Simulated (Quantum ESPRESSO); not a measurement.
# PbF2 (Fluorocronite): a mode Grüneisen parameter, worked out

Aim: the Grüneisen parameter and the pressure coefficient of an optical mode of PbF2 (Fluorocronite).

Main program and level: Quantum ESPRESSO 7.5; DFT LDA, scalar-relativistic, plane waves, PseudoDojo norm-conserving pseudopotentials.

The database entry behind the starting cell differs from later determinations by our own check (0.1 to 0.3 % short, probably kX units), so it need not match the best structure at ambient conditions.

### Step 1. The relaxed structure

The structure is cubic, space group Fm-3m (No. 225). The conventional cell has a = 5.811 Å, b = 5.811 Å, c = 5.811 Å, α = 90.00°, β = 90.00°, γ = 90.00°. Pb has 8 F at 2.52 Å nearest. F has 4 Pb at 2.52 Å nearest. Farther neighbours and most contacts between anions are not listed.

This is the cell after its relaxation at this level of theory, not the database cell from which that began.

### Step 2. Runs at several volumes

The relaxed cell is scaled uniformly; in this structure symmetry fixes all atoms, so nothing has to be relaxed anew. Each volume gets a ground state and a response at Γ. The mode followed is the highest one without the macroscopic field, of symmetry T2g; longitudinal polar modes lie higher. Cutoff 92 Ry, k mesh 8×8×8.

From the response at V/V₀ = 0.94:

The log of the run:

```text
[banners, grids, parts of the stress and lines that vanish by symmetry left out]
Program PHONON v.7.5
     Reading xml data from directory:

[...]
Exchange-correlation= PW
                           (   1   4   0   0   0   0   0)
[...]
kinetic-energy cut-off    =      92.0000  Ry
     charge density cut-off    =     368.0000  Ry
     convergence threshold     =      1.0E-18
[...]
Exchange-correlation= PW
                           (   1   4   0   0   0   0   0)
[...]
q = (   0.0000000   0.0000000   0.0000000 )
     49 Sym.Ops. (with q -> -q+G )
     G cutoff = 1078.6777  (  37117 G-vectors)     FFT grid: ( 48, 48, 48)
     number of k points=    29
[...]
Mode symmetry, O_h (m-3m)  point group:
[...]
Dielectric constant
[...]
End of electric fields calculation
          Dielectric constant in cartesian axis
          (       3.514476233       0.000000000       0.000000000 )
          (       0.000000000       3.514476233      -0.000000000 )
          (       0.000000000      -0.000000000       3.514476233 )
          Effective charges (d Force / dE) in cartesian axis without acoustic sum rule applied (asr)
           atom    1  Pb    Mean Z*:        3.28397
      Ex  (        3.28397       -0.00000       -0.00000 )
      Ey  (       -0.00000        3.28397        0.00000 )
      Ez  (       -0.00000        0.00000        3.28397 )
           atom    2  F     Mean Z*:       -1.64186
      Ex  (       -1.64186        0.00000        0.00000 )
      Ey  (        0.00000       -1.64186       -0.00000 )
      Ez  (        0.00000        0.00000       -1.64186 )
           atom    3  F     Mean Z*:       -1.64186
      Ex  (       -1.64186        0.00000        0.00000 )
      Ey  (        0.00000       -1.64186        0.00000 )
      Ez  (        0.00000       -0.00000       -1.64186 )
          Effective charges Sum: Mean:        0.00025
[...]
Effective charges (d Force / dE) in cartesian axis with asr applied:
           atom    1  Pb    Mean Z*:        3.28389
[...]
atom    2  F     Mean Z*:       -1.64195
[...]
atom    3  F     Mean Z*:       -1.64195
[...]
Representation #   1 modes #   1   2   3
[...]
End of self-consistent calculation
     Convergence has been achieved
     Representation #   2 modes #   4   5   6
[...]
End of self-consistent calculation
     Convergence has been achieved
     Representation #   3 modes #   7   8   9
[...]
End of self-consistent calculation
     Convergence has been achieved
[...]
Dielectric constant in cartesian axis
          (       3.514476233       0.000000000       0.000000000 )
          (       0.000000000       3.514476233      -0.000000000 )
          (       0.000000000      -0.000000000       3.514476233 )
          Effective charges (d Force / dE) in cartesian axis without acoustic sum rule applied (asr)
           atom    1  Pb    Mean Z*:        3.28397
      Ex  (        3.28397       -0.00000       -0.00000 )
      Ey  (       -0.00000        3.28397        0.00000 )
      Ez  (       -0.00000        0.00000        3.28397 )
           atom    2  F     Mean Z*:       -1.64186
      Ex  (       -1.64186        0.00000        0.00000 )
      Ey  (        0.00000       -1.64186       -0.00000 )
      Ez  (        0.00000        0.00000       -1.64186 )
           atom    3  F     Mean Z*:       -1.64186
      Ex  (       -1.64186        0.00000        0.00000 )
      Ey  (        0.00000       -1.64186        0.00000 )
      Ez  (        0.00000       -0.00000       -1.64186 )
          Effective charges Sum: Mean:        0.00025
[...]
Effective charges (d Force / dE) in cartesian axis with asr applied:
           atom    1  Pb    Mean Z*:        3.28389
[...]
atom    2  F     Mean Z*:       -1.64195
[...]
atom    3  F     Mean Z*:       -1.64195
[...]
q = (    0.000000000   0.000000000   0.000000000 )
[...]
freq (    1) =       0.019902 [THz] =       0.663849 [cm-1]
     freq (    2) =       0.019902 [THz] =       0.663849 [cm-1]
     freq (    3) =       0.019902 [THz] =       0.663849 [cm-1]
     freq (    4) =       5.010253 [THz] =     167.124055 [cm-1]
     freq (    5) =       5.010253 [THz] =     167.124055 [cm-1]
     freq (    6) =       5.010253 [THz] =     167.124055 [cm-1]
     freq (    7) =       8.744313 [THz] =     291.678877 [cm-1]
     freq (    8) =       8.744313 [THz] =     291.678877 [cm-1]
     freq (    9) =       8.744313 [THz] =     291.678877 [cm-1]
[...]
Mode symmetry, O_h (m-3m)  point group:
     freq (   1-   3) =          0.7  [cm-1]   --> T_1u G_15  G_4- I
     freq (   4-   6) =        167.1  [cm-1]   --> T_1u G_15  G_4- I
     freq (   7-   9) =        291.7  [cm-1]   --> T_2g G_25' G_5+ R

   JOB DONE.
```

One volume, V/V₀ = 0.97, is held back as a test.

```tsv
V/V₀	volume (Å³/atom)	pressure (GPa)	ω (cm⁻¹)
0.94	15.372	6.31	291.68
0.97	15.862	2.88	held back
1	16.353	0.00	261.77
1.03	16.844	-2.43	248.12
1.06	17.334	-4.46	235.24
```

### Step 3. The fit

The mode Grüneisen parameter is γ = −d ln ω / d ln V.

```tsv
ln(V/V₀)	ln ω
-0.0619	5.6757
0.0000	5.5675
0.0296	5.5139
0.0583	5.4606
```

A straight line through these points has the slope -1.786, so γ = 1.79; at V/V₀ = 0.97 it predicts ω = exp(5.5660 + 0.0544) = 276.00 cm⁻¹.

A parabola of pressure against ln V through V/V₀ = 0.97, 1 and 1.03 gives the bulk modulus B = −dP/d ln V = 88 GPa at V₀. With ω₀ from the fitted line the pressure coefficient follows as dω/dP = γ ω₀ / B = 1.79 × 261.4 / 88 = 5.29 cm⁻¹/GPa.

### Step 4. The run that was held back

The log of the run:

```text
[banners, grids, parts of the stress and lines that vanish by symmetry left out]
[banner, memory and clock lines left out]
Program PHONON v.7.5

[...]
Exchange-correlation= PW
                           (   1   4   0   0   0   0   0)
[...]
kinetic-energy cut-off    =      92.0000  Ry
     charge density cut-off    =     368.0000  Ry
     convergence threshold     =      1.0E-18
[...]
Exchange-correlation= PW
                           (   1   4   0   0   0   0   0)
[...]
q = (   0.0000000   0.0000000   0.0000000 )
     49 Sym.Ops. (with q -> -q+G )
     G cutoff = 1101.5079  (  38421 G-vectors)     FFT grid: ( 48, 48, 48)
     number of k points=    29
[...]
Mode symmetry, O_h (m-3m)  point group:
[...]
Dielectric constant
[...]
End of electric fields calculation
          Dielectric constant in cartesian axis
          (       3.477913066       0.000000000      -0.000000000 )
          (       0.000000000       3.477913066       0.000000000 )
          (       0.000000000       0.000000000       3.477913066 )
          Effective charges (d Force / dE) in cartesian axis without acoustic sum rule applied (asr)
           atom    1  Pb    Mean Z*:        3.25401
      Ex  (        3.25401        0.00000        0.00000 )
      Ey  (        0.00000        3.25401       -0.00000 )
      Ez  (        0.00000       -0.00000        3.25401 )
           atom    2  F     Mean Z*:       -1.62688
      Ex  (       -1.62688        0.00000        0.00000 )
      Ey  (        0.00000       -1.62688       -0.00000 )
      Ez  (        0.00000       -0.00000       -1.62688 )
[...]
(       0.000000000       0.000000000       3.477913066 )
          Effective charges (d Force / dE) in cartesian axis without acoustic sum rule applied (asr)
           atom    1  Pb    Mean Z*:        3.25401
      Ex  (        3.25401        0.00000        0.00000 )
      Ey  (        0.00000        3.25401       -0.00000 )
      Ez  (        0.00000       -0.00000        3.25401 )
           atom    2  F     Mean Z*:       -1.62688
      Ex  (       -1.62688        0.00000        0.00000 )
      Ey  (        0.00000       -1.62688       -0.00000 )
      Ez  (        0.00000       -0.00000       -1.62688 )
           atom    3  F     Mean Z*:       -1.62688
      Ex  (       -1.62688        0.00000        0.00000 )
      Ey  (        0.00000       -1.62688        0.00000 )
      Ez  (        0.00000        0.00000       -1.62688 )
          Effective charges Sum: Mean:        0.00025
[...]
Effective charges (d Force / dE) in cartesian axis with asr applied:
           atom    1  Pb    Mean Z*:        3.25392
[...]
atom    2  F     Mean Z*:       -1.62696
[...]
atom    3  F     Mean Z*:       -1.62696
[...]
q = (    0.000000000   0.000000000   0.000000000 )
[...]
freq (    1) =       0.012233 [THz] =       0.408050 [cm-1]
     freq (    2) =       0.012233 [THz] =       0.408050 [cm-1]
     freq (    3) =       0.012233 [THz] =       0.408050 [cm-1]
     freq (    4) =       4.472508 [THz] =     149.186795 [cm-1]
     freq (    5) =       4.472508 [THz] =     149.186795 [cm-1]
     freq (    6) =       4.472508 [THz] =     149.186795 [cm-1]
     freq (    7) =       8.282333 [THz] =     276.268898 [cm-1]
     freq (    8) =       8.282333 [THz] =     276.268898 [cm-1]
     freq (    9) =       8.282333 [THz] =     276.268898 [cm-1]
[...]
Mode symmetry, O_h (m-3m)  point group:
     freq (   1-   3) =          0.4  [cm-1]   --> T_1u G_15  G_4- I
     freq (   4-   6) =        149.2  [cm-1]   --> T_1u G_15  G_4- I
     freq (   7-   9) =        276.3  [cm-1]   --> T_2g G_25' G_5+ R
```

It gives 276.27 cm⁻¹ against the predicted 276.00 cm⁻¹, a miss of 0.3 cm⁻¹.

### Step 5. Summary of results

| Item | Value |
| --- | --- |
| mode Grüneisen parameter | 1.786 |
| bulk modulus | 88.2 GPa |
| pressure coefficient | 5.29 cm⁻¹/GPa |

The highest optical mode of PbF2 (Fluorocronite) without the LO-TO term stiffens by 5.29 cm⁻¹ a GPa near the relaxed volume, with γ = 1.79. The power law meets all 5 runs within 0.15 %; between neighbouring volumes γ runs from 1.73 to 1.86. Such a coefficient turns a measured shift of this mode into a hydrostatic stress; uniaxial or biaxial stress splits the mode and needs deformation potentials. These are harmonic values at zero temperature for the structure held cubic, which a run at Γ can't show to be stable; the bulk modulus rests on three points.

[Host names and launcher messages were left out of these logs when they were recorded.]

[Logs are printed without paths, hosts, clocks, repeated set-up lines and the standing remarks that a program may print on its own settings, such as how far it seeks lower states.]

[Hosts, paths, dates, database ids (printed as entryN), source tags and the programs' standing remarks are cut or masked in the printed files.]
